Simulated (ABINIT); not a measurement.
# CsGeH3 (Pm-3m): zone-centre phonons

Which modes does CsGeH3 (Pm-3m) have at the zone centre?

Method: DFT LDA, scalar-relativistic, plane waves, PseudoDojo norm-conserving pseudopotentials, in ABINIT 10.8.3.

The structure was built from a prototype and need not be the compound's stable phase.

## 1. Set-up

Symmetry: Pm-3m, No. 221, cubic system. The conventional cell has a = 4.410 Å, b = 4.410 Å, c = 4.410 Å, α = 90.00°, β = 90.00°, γ = 90.00°. Cs has 12 H at 3.12 Å nearest. Ge has 6 H at 2.20 Å nearest. Nearest to H lie 2 Ge at 2.20 Å and 4 Cs at 3.12 Å and 8 H at 3.12 Å. Farther neighbours are not listed.

## 2. A first look

A first run with smearing and empty bands tells whether the crystal has a gap, which decides between fixed occupations and smearing later on.

The input, probe.abi:

```
# ground state
tolvrs 1.0d-08
prtden 1
prtwf 1

# basis, mesh and filling
ecut 35.0
ngkpt 4 4 4
nshiftk 1
shiftk 0.0 0.0 0.0
istwfk *1
occopt 7
tsmear 0.005
nband 20
nstep 100
diemac 9.0
prtebands 0
prtgsr 0

# cell and atoms
acell 8.33369221 8.33369221 8.33369221
rprim 
    1.0 0.0 0.0
    0.0 1.0 0.0
    0.0 0.0 1.0
ntypat 3
znucl 55 32 1
natom 5
typat 1 2 3 3 3
xred 
    0.0 0.0 0.0
    0.5 0.5 0.5
    0.5 0.5 0.0
    0.5 0.0 0.5
    0.0 0.5 0.5
pp_dirpath "./pseudo"
pseudos "Cs.upf, Ge.upf, H.upf"
```

Run with:

```
> OMP_NUM_THREADS=1 mpirun -n 4 abinit probe.abi > probe.log
```

Numbers of over 12 decimals in the logs are rounded to 6 here.

probe.abo, the main output file:

```text
[banners, grids, parts of the stress and lines that vanish by symmetry left out]
- input  file    -> probe.abi
- output file    -> probe.abo
- root for input  files -> probei
[...]
Symmetries : space group Pm -3 m (#221); Bravais cP (primitive cubic)
[...]
mpw =        5832          nfft =      110592          nkpt =          10
[...]
== DATASET  1 ==================================================================
[...]
cutoff_energies: {ecut:  35.0, pawecutdg:  -1.0, }
[...]
ETOT  1  -112.90085549907    -1.129E+02 7.587E-01 2.984E+02
 ETOT  2  -114.30920767699    -1.408E+00 1.788E-02 4.039E+02
 ETOT  3  -114.35424906515    -4.504E-02 4.171E-03 7.460E+01
 ETOT  4  -114.36053643146    -6.287E-03 1.469E-03 1.098E+01
 ETOT  5  -114.36164739186    -1.111E-03 1.323E-03 2.321E+00
[...]
ETOT 12  -114.36192677049    -5.832E-11 1.534E-04 4.560E-08
 ETOT 13  -114.36192677051    -2.004E-11 5.956E-05 4.840E-09
 At SCF step   13       vres2   =  4.84E-09 < tolvrs=  1.00E-08 =>converged.
[...]
sigma(1 1)=  1.94723618E-04  sigma(3 2)=  0.00000000E+00
  sigma(2 2)=  1.94723618E-04  sigma(3 1)=  0.00000000E+00
  sigma(3 3)=  1.94723618E-04  sigma(2 1)=  0.00000000E+00
[...]
convergence: {deltae: -2.004E-11, res2:  4.840E-09, residm:  5.956E-05, diffor: null, }
etotal    :  -1.14361927E+02
[...]
sigma(1 1)=  1.94723618E-04  sigma(3 2)=  0.00000000E+00
  sigma(2 2)=  1.94723618E-04  sigma(3 1)=  0.00000000E+00
  sigma(3 3)=  1.94723618E-04  sigma(2 1)=  0.00000000E+00
[...]
- sigma(1 1)=  5.72896662E+00  sigma(3 2)=  0.00000000E+00
- sigma(2 2)=  5.72896662E+00  sigma(3 1)=  0.00000000E+00
- sigma(3 3)=  5.72896662E+00  sigma(2 1)=  0.00000000E+00
[...]
fcart     -0.0000000000E+00 -0.0000000000E+00 -0.0000000000E+00
           strten      1.9472361763E-04  1.9472361763E-04  1.9472361763E-04
================================================================================

[key lines of the parts left out:]
pressure_GPa:  -5.7290E+00
```

Run time: 15 s. Hardware: 4 MPI ranks of Arm Neoverse V2, shared host.

Read from the output:

| Quantity | Value |
| --- | --- |
| volume per atom | 17.15 Å³ |
| pressure | -5.729 GPa |
| gap on the k-mesh | 0 eV |

No gap opens on this mesh, so smearing is kept; the printed pressure holds the stress of the finite basis too.

## 3. Rough relaxation

The typed start is rough, so a first relaxation with smearing and loose thresholds takes it towards rest cheaply.

The input, prerelax.abi:

```
# relaxation
ionmov 2
optcell 2
dilatmx 1.15
chkdilatmx 0
ntime 40
tolmxf 3.0d-04
tolvrs 1.0d-10
prtwf 0
prtden 0
chksymtnons 0

# basis, mesh and filling
ecut 35.0
ecutsm 3.0
ngkpt 4 4 4
nshiftk 1
shiftk 0.0 0.0 0.0
istwfk *1
occopt 7
tsmear 0.005
nband 20
nstep 100
diemac 1000000.0
prtebands 0
prtgsr 0

# cell and atoms
acell 8.33369221 8.33369221 8.33369221
rprim 
    1.0 0.0 0.0
    0.0 1.0 0.0
    0.0 0.0 1.0
ntypat 3
znucl 55 32 1
natom 5
typat 1 2 3 3 3
xred 
    0.0 0.0 0.0
    0.5 0.5 0.5
    0.5 0.5 0.0
    0.5 0.0 0.5
    0.0 0.5 0.5
pp_dirpath "./pseudo"
pseudos "Cs.upf, Ge.upf, H.upf"
```

Run with:

```
> OMP_NUM_THREADS=1 mpirun -n 4 abinit prerelax.abi > prerelax.log
```

prerelax.abo, the main output file:

```text
[banners, grids, parts of the stress and lines that vanish by symmetry left out]
- input  file    -> prerelax.abi
- output file    -> prerelax.abo
- root for input  files -> prerelaxi
[...]
Symmetries : space group Pm -3 m (#221); Bravais cP (primitive cubic)
[...]
mpw =        8744          nfft =      157464          nkpt =          10
[...]
== DATASET  1 ==================================================================
[...]
cutoff_energies: {ecut:  35.0, pawecutdg:  -1.0, }
[...]
ETOT  1  -112.91127582422    -1.129E+02 1.010E+00 4.939E+02
 ETOT  2  -114.30376796102    -1.392E+00 2.673E-02 5.459E+02
 ETOT  3  -114.35241062586    -4.864E-02 5.682E-03 1.058E+02
 ETOT  4  -114.36066736759    -8.257E-03 7.635E-03 5.173E-01
 ETOT  5  -114.36069266140    -2.529E-05 1.479E-03 7.989E-01
[...]
At SCF step   14       vres2   =  9.18E-12 < tolvrs=  1.00E-10 =>converged.
[...]
ETOT 10  -114.37238547153     7.390E-13 4.621E-08 4.737E-11
 At SCF step   10       vres2   =  4.74E-11 < tolvrs=  1.00E-10 =>converged.
[...]
sigma(1 1)=  1.05118415E-06  sigma(3 2)=  0.00000000E+00
  sigma(2 2)=  1.05118415E-06  sigma(3 1)=  0.00000000E+00
  sigma(3 3)=  1.05118415E-06  sigma(2 1)=  0.00000000E+00
[...]
convergence: {deltae:  7.390E-13, res2:  4.737E-11, residm:  4.621E-08, diffor: null, }
etotal    :  -1.14372385E+02
[...]
At Broyd/MD step   5, gradients are converged :
[...]
sigma(1 1)=  1.05118415E-06  sigma(3 2)=  0.00000000E+00
  sigma(2 2)=  1.05118415E-06  sigma(3 1)=  0.00000000E+00
  sigma(3 3)=  1.05118415E-06  sigma(2 1)=  0.00000000E+00
[...]
- sigma(1 1)=  3.09269054E-02  sigma(3 2)=  0.00000000E+00
- sigma(2 2)=  3.09269054E-02  sigma(3 1)=  0.00000000E+00
- sigma(3 3)=  3.09269054E-02  sigma(2 1)=  0.00000000E+00
[...]
fcart     -0.0000000000E+00 -0.0000000000E+00 -0.0000000000E+00
           strten      1.0511841495E-06  1.0511841495E-06  1.0511841495E-06
================================================================================

[key lines of the parts left out:]
pressure_GPa:  -3.0927E-02
Total energy (etotal) [Ha]= -1.14372385471532E+02
```

Elapsed: 1.7 min, on 4 MPI ranks.

Step by step:

| step | energy less that of the first step (eV) | largest force (eV/Å) | volume (Å³) |
| --- | --- | --- | --- |
| 1 | 0.0000 | 0.0000 | 85.77 |
| 2 | -0.0434 | 0.0000 | 84.41 |
| 3 | -0.1624 | 0.0000 | 60.03 |
| 4 | -0.3151 | 0.0000 | 70.57 |
| 5 | -0.3162 | 0.0000 | 69.77 |

| conventional cell, symmetrised | before | after | change |
| --- | --- | --- | --- |
| a (Å) | 4.410 | 4.117 | -6.7 % |
| b (Å) | 4.410 | 4.117 | -6.7 % |
| c (Å) | 4.410 | 4.117 | -6.7 % |
| volume (Å³/atom) | 17.15 | 13.95 | -18.7 % |

Final coordinates:

```cif
data_structure
_symmetry_space_group_name_H-M 'P 1'
_symmetry_Int_Tables_number 1
_cell_length_a 4.1167
_cell_length_b 4.1167
_cell_length_c 4.1167
_cell_angle_alpha 90.000
_cell_angle_beta 90.000
_cell_angle_gamma 90.000
_cell_volume 69.77
loop_
_atom_site_label
_atom_site_type_symbol
_atom_site_fract_x
_atom_site_fract_y
_atom_site_fract_z
_atom_site_occupancy
Cs1 Cs 0.00000 0.00000 0.00000 1
Ge2 Ge 0.50000 0.50000 0.50000 1
H3 H 0.50000 0.50000 0.00000 1
H4 H 0.50000 0.00000 0.50000 1
H5 H 0.00000 0.50000 0.50000 1
```

This step gave:

```yaml
volume_per_atom: 13.95 Å³
pressure: -0.03093 GPa
```

The volume changes by -18.7 % in this run and stands -18.7 % from the first cell.

## 4. Rough relaxation

The cell changed much, so the rough relaxation is repeated on a basis made for the new cell.

prerelax.abi, as its differences from that of step 3:

```diff
@@ -28,3 +28,3 @@
 # cell and atoms
-acell 8.33369221 8.33369221 8.33369221
+acell 7.779490011 7.779490011 7.779490011
 rprim
```

prerelax.abo, the main output file:

```text
[banners, grids, parts of the stress and lines that vanish by symmetry left out]
- input  file    -> prerelax.abi
- output file    -> prerelax.abo
- root for input  files -> prerelaxi
[...]
Symmetries : space group Pm -3 m (#221); Bravais cP (primitive cubic)
[...]
mpw =        7120          nfft =      110592          nkpt =          10
[...]
== DATASET  1 ==================================================================
[...]
cutoff_energies: {ecut:  35.0, pawecutdg:  -1.0, }
[...]
ETOT  1  -113.23687070108    -1.132E+02 6.513E-01 1.973E+02
 ETOT  2  -114.34527266211    -1.108E+00 2.131E-02 2.432E+02
 ETOT  3  -114.36884110769    -2.357E-02 6.633E-03 4.371E+01
 ETOT  4  -114.37146111577    -2.620E-03 2.661E-03 7.416E+00
 ETOT  5  -114.37215101350    -6.899E-04 1.285E-03 1.941E+00
[...]
ETOT 12  -114.37238550949    -1.626E-11 1.179E-04 7.504E-09
 ETOT 13  -114.37238550948     5.173E-12 1.037E-04 4.800E-11
 At SCF step   13       vres2   =  4.80E-11 < tolvrs=  1.00E-10 =>converged.
[...]
sigma(1 1)=  1.05144771E-06  sigma(3 2)=  0.00000000E+00
  sigma(2 2)=  1.05144771E-06  sigma(3 1)=  0.00000000E+00
  sigma(3 3)=  1.05144771E-06  sigma(2 1)=  0.00000000E+00
[...]
convergence: {deltae:  5.173E-12, res2:  4.800E-11, residm:  1.037E-04, diffor: null, }
etotal    :  -1.14372386E+02
[...]
At Broyd/MD step   1, gradients are converged :
[...]
sigma(1 1)=  1.05144771E-06  sigma(3 2)=  0.00000000E+00
  sigma(2 2)=  1.05144771E-06  sigma(3 1)=  0.00000000E+00
  sigma(3 3)=  1.05144771E-06  sigma(2 1)=  0.00000000E+00
[...]
- sigma(1 1)=  3.09346596E-02  sigma(3 2)=  0.00000000E+00
- sigma(2 2)=  3.09346596E-02  sigma(3 1)=  0.00000000E+00
- sigma(3 3)=  3.09346596E-02  sigma(2 1)=  0.00000000E+00
[...]
fcart     -0.0000000000E+00 -0.0000000000E+00 -0.0000000000E+00
           strten      1.0514477076E-06  1.0514477076E-06  1.0514477076E-06
================================================================================

[key lines of the parts left out:]
pressure_GPa:  -3.0935E-02
Total energy (etotal) [Ha]= -1.14372385509483E+02
```

Elapsed: 17 s, on 4 MPI ranks; 69 s of CPU time.

Little changed from the start: no atom moved by 0.005 Å and no cell edge by 0.1 %.

The volume changes by +0.0 % in this run and stands -18.7 % from the first cell.

## 5. Relaxing the cell and atoms

The harmonic expansion needs vanishing forces, and a free crystal bears no stress, so cell and atoms are brought to rest. Stress is more sensitive to the basis than forces are: the last 3 Ha under the cutoff are smoothed with ecutsm, and the cutoff is raised above that of the later runs.

relax.abi, as its differences from prerelax.abi of step 4:

```diff
@@ -3,7 +3,6 @@
 optcell 2
-dilatmx 1.15
-chkdilatmx 0
+dilatmx 1.08
 ntime 40
-tolmxf 3.0d-04
-tolvrs 1.0d-10
+tolmxf 1.0d-05
+tolvrs 1.0d-14
 prtwf 0
@@ -13,5 +12,5 @@
 # basis, mesh and filling
-ecut 35.0
+ecut 43.0
 ecutsm 3.0
-ngkpt 4 4 4
+ngkpt 6 6 6
 nshiftk 1
@@ -20,3 +19,3 @@
 occopt 7
-tsmear 0.005
+tsmear 0.01
 nband 20
```

Run with:

```
> OMP_NUM_THREADS=1 mpirun -n 4 abinit relax.abi > relax.log
```

relax.abo, the main output file:

```text
[banners, grids, parts of the stress and lines that vanish by symmetry left out]
- input  file    -> relax.abi
- output file    -> relax.abo
- root for input  files -> relaxi
[...]
Symmetries : space group Pm -3 m (#221); Bravais cP (primitive cubic)
[...]
mpw =        8045          nfft =      125000          nkpt =          20
[...]
== DATASET  1 ==================================================================
[...]
cutoff_energies: {ecut:  43.0, pawecutdg:  -1.0, }
[...]
ETOT  1  -113.19285701338    -1.132E+02 8.780E-01 2.556E+02
 ETOT  2  -114.34877343170    -1.156E+00 3.806E-02 3.729E+02
 ETOT  3  -114.37953855025    -3.077E-02 4.650E-03 7.432E+01
 ETOT  4  -114.38379613599    -4.258E-03 9.188E-03 1.368E+01
 ETOT  5  -114.38486096538    -1.065E-03 2.289E-03 1.638E+00
[...]
At SCF step   17       vres2   =  2.16E-15 < tolvrs=  1.00E-14 =>converged.
[...]
sigma(1 1)=  2.32259164E-05  sigma(3 2)=  0.00000000E+00
  sigma(2 2)=  2.32259164E-05  sigma(3 1)=  0.00000000E+00
  sigma(3 3)=  2.32259164E-05  sigma(2 1)=  0.00000000E+00
[...]
convergence: {deltae: -1.222E-12, res2:  2.157E-15, residm:  4.215E-05, diffor: null, }
etotal    :  -1.14385001E+02
[...]
ETOT  1  -114.38489749653    -1.144E+02 1.637E-03 1.631E+00
[...]
At SCF step   12       vres2   =  6.63E-15 < tolvrs=  1.00E-14 =>converged.
[...]
sigma(1 1)=  2.06519424E-05  sigma(3 2)=  0.00000000E+00
  sigma(2 2)=  2.06519424E-05  sigma(3 1)=  0.00000000E+00
  sigma(3 3)=  2.06519424E-05  sigma(2 1)=  0.00000000E+00
[...]
convergence: {deltae:  1.076E-11, res2:  6.631E-15, residm:  6.942E-05, diffor: null, }
etotal    :  -1.14385023E+02
[...]
ETOT  1  -114.37692408701    -1.144E+02 1.520E-01 1.043E+02
[...]
At SCF step   15       vres2   =  6.65E-15 < tolvrs=  1.00E-14 =>converged.
[...]
sigma(1 1)= -4.93622244E-07  sigma(3 2)=  0.00000000E+00
  sigma(2 2)= -4.93622244E-07  sigma(3 1)=  0.00000000E+00
  sigma(3 3)= -4.93622244E-07  sigma(2 1)=  0.00000000E+00
[...]
convergence: {deltae:  8.257E-12, res2:  6.650E-15, residm:  1.117E-06, diffor: null, }
etotal    :  -1.14385101E+02
[...]
ETOT  1  -114.38509746533    -1.144E+02 7.710E-07 5.391E-02
[...]
ETOT 10  -114.38510153301     9.379E-12 1.907E-07 1.031E-14
 ETOT 11  -114.38510153302    -4.320E-12 1.293E-06 4.421E-15
 At SCF step   11       vres2   =  4.42E-15 < tolvrs=  1.00E-14 =>converged.
[...]
sigma(1 1)=  9.92392004E-09  sigma(3 2)=  0.00000000E+00
  sigma(2 2)=  9.92392004E-09  sigma(3 1)=  0.00000000E+00
  sigma(3 3)=  9.92392004E-09  sigma(2 1)=  0.00000000E+00
[...]
convergence: {deltae: -4.320E-12, res2:  4.421E-15, residm:  1.293E-06, diffor: null, }
etotal    :  -1.14385102E+02
[...]
At Broyd/MD step   4, gradients are converged :
[...]
sigma(1 1)=  9.92392004E-09  sigma(3 2)=  0.00000000E+00
  sigma(2 2)=  9.92392004E-09  sigma(3 1)=  0.00000000E+00
  sigma(3 3)=  9.92392004E-09  sigma(2 1)=  0.00000000E+00
[...]
- sigma(1 1)=  2.91971808E-04  sigma(3 2)=  0.00000000E+00
- sigma(2 2)=  2.91971808E-04  sigma(3 1)=  0.00000000E+00
- sigma(3 3)=  2.91971808E-04  sigma(2 1)=  0.00000000E+00
[...]
fcart     -0.0000000000E+00 -0.0000000000E+00 -0.0000000000E+00
           strten      9.9239200425E-09  9.9239200356E-09  9.9239200356E-09
================================================================================

[key lines of the parts left out:]
pressure_GPa:  -2.9197E-04
Total energy (etotal) [Ha]= -1.14385101533017E+02
```

Elapsed: 2.2 min, on 4 MPI ranks; 8.8 min of CPU time.

Step by step:

| step | energy less that of the first step (eV) | largest force (eV/Å) | volume (Å³) |
| --- | --- | --- | --- |
| 1 | 0.0000 | 0.0000 | 69.77 |
| 2 | -0.0006 | 0.0000 | 69.62 |
| 3 | -0.0027 | 0.0000 | 68.48 |
| 4 | -0.0027 | 0.0000 | 68.51 |

| conventional cell, symmetrised | before | after | change |
| --- | --- | --- | --- |
| a (Å) | 4.117 | 4.092 | -0.6 % |
| b (Å) | 4.117 | 4.092 | -0.6 % |
| c (Å) | 4.117 | 4.092 | -0.6 % |
| volume (Å³/atom) | 13.95 | 13.70 | -1.8 % |

Final coordinates:

```cif
data_structure
_symmetry_space_group_name_H-M 'P 1'
_symmetry_Int_Tables_number 1
_cell_length_a 4.0918
_cell_length_b 4.0918
_cell_length_c 4.0918
_cell_angle_alpha 90.000
_cell_angle_beta 90.000
_cell_angle_gamma 90.000
_cell_volume 68.51
loop_
_atom_site_label
_atom_site_type_symbol
_atom_site_fract_x
_atom_site_fract_y
_atom_site_fract_z
_atom_site_occupancy
Cs1 Cs 0.00000 0.00000 0.00000 1
Ge2 Ge 0.50000 0.50000 0.50000 1
H3 H 0.50000 0.50000 0.00000 1
H4 H 0.50000 0.00000 0.50000 1
H5 H 0.00000 0.50000 0.50000 1
```

Read from the output:

| Item | Value |
| --- | --- |
| volume per atom | 13.70 Å³ |
| pressure | -2.92e-4 GPa |

The volume changes by -1.8 % in this run and stands -20.1 % from the first cell.

## 6. Ground state

The response is built on these wavefunctions, so the potential is converged far more tightly than an energy would need. Smearing stays on, as the first look found no gap above 0.3 eV.

The input, gs.abi:

```
# ground state
tolvrs 1.0d-16
prtden 1
prtwf 1

# basis, mesh and filling
ecut 35.0
ngkpt 6 6 6
nshiftk 1
shiftk 0.0 0.0 0.0
istwfk *1
occopt 7
tsmear 0.01
nband 20
nstep 100
diemac 1000000.0
prtebands 0
prtgsr 0

# cell and atoms
acell 7.73236491 7.73236491 7.73236491
rprim 
    1.0 0.0 0.0
    0.0 1.0 0.0
    0.0 0.0 1.0
ntypat 3
znucl 55 32 1
natom 5
typat 1 2 3 3 3
xred 
    0.0 0.0 0.0
    0.5 0.5 0.5
    0.5 0.5 0.0
    0.5 0.0 0.5
    0.0 0.5 0.5
pp_dirpath "./pseudo"
pseudos "Cs.upf, Ge.upf, H.upf"
```

Run with:

```
> OMP_NUM_THREADS=1 mpirun -n 4 abinit gs.abi > gs.log
```

gs.abo, the main output file:

```text
[banners, grids, parts of the stress and lines that vanish by symmetry left out]
- input  file    -> gs.abi
- output file    -> gs.abo
- root for input  files -> gsi
[...]
Symmetries : space group Pm -3 m (#221); Bravais cP (primitive cubic)
[...]
mpw =        4632          nfft =       91125          nkpt =          20
[...]
== DATASET  1 ==================================================================
[...]
cutoff_energies: {ecut:  35.0, pawecutdg:  -1.0, }
[...]
ETOT  1  -113.23384703634    -1.132E+02 7.993E-01 1.749E+02
 ETOT  2  -114.35358443159    -1.120E+00 3.850E-02 2.453E+02
 ETOT  3  -114.38011599205    -2.653E-02 7.614E-03 4.720E+01
 ETOT  4  -114.38362457995    -3.509E-03 8.010E-03 9.010E+00
 ETOT  5  -114.38449209272    -8.675E-04 6.305E-03 8.051E-01
[...]
ETOT 19  -114.38457736484     7.319E-12 1.059E-04 5.076E-16
 ETOT 20  -114.38457736484    -4.917E-12 6.969E-05 1.978E-18
 At SCF step   20       vres2   =  1.98E-18 < tolvrs=  1.00E-16 =>converged.
[...]
sigma(1 1)=  2.25992657E-05  sigma(3 2)=  0.00000000E+00
  sigma(2 2)=  2.25992657E-05  sigma(3 1)=  0.00000000E+00
  sigma(3 3)=  2.25992657E-05  sigma(2 1)=  0.00000000E+00
[...]
convergence: {deltae: -4.917E-12, res2:  1.978E-18, residm:  6.969E-05, diffor: null, }
etotal    :  -1.14384577E+02
[...]
sigma(1 1)=  2.25992657E-05  sigma(3 2)=  0.00000000E+00
  sigma(2 2)=  2.25992657E-05  sigma(3 1)=  0.00000000E+00
  sigma(3 3)=  2.25992657E-05  sigma(2 1)=  0.00000000E+00
[...]
- sigma(1 1)=  6.64893352E-01  sigma(3 2)=  0.00000000E+00
- sigma(2 2)=  6.64893352E-01  sigma(3 1)=  0.00000000E+00
- sigma(3 3)=  6.64893352E-01  sigma(2 1)=  0.00000000E+00
[...]
fcart     -0.0000000000E+00 -0.0000000000E+00 -0.0000000000E+00
           strten      2.2599265702E-05  2.2599265702E-05  2.2599265702E-05
================================================================================

[key lines of the parts left out:]
pressure_GPa:  -6.6489E-01
```

Wall time 33 s (4 MPI ranks); 2.2 min of CPU time.

This step gave:

```
pressure : -0.6649 GPa
```

The cell stands at -0.66 GPa: the relaxation ran with a smoothed and higher cutoff, and the difference is a stress of the finite basis.

(Continued in part 2 of 4.)

[Host names and launcher messages were left out of these logs when they were recorded.]

[Logs are printed without paths, hosts, clocks, repeated set-up lines and the standing remarks that a program may print on its own settings, such as how far it seeks lower states.]

[Hosts, paths, dates, database ids (printed as entryN), source tags and the programs' standing remarks are cut or masked in the printed files.]
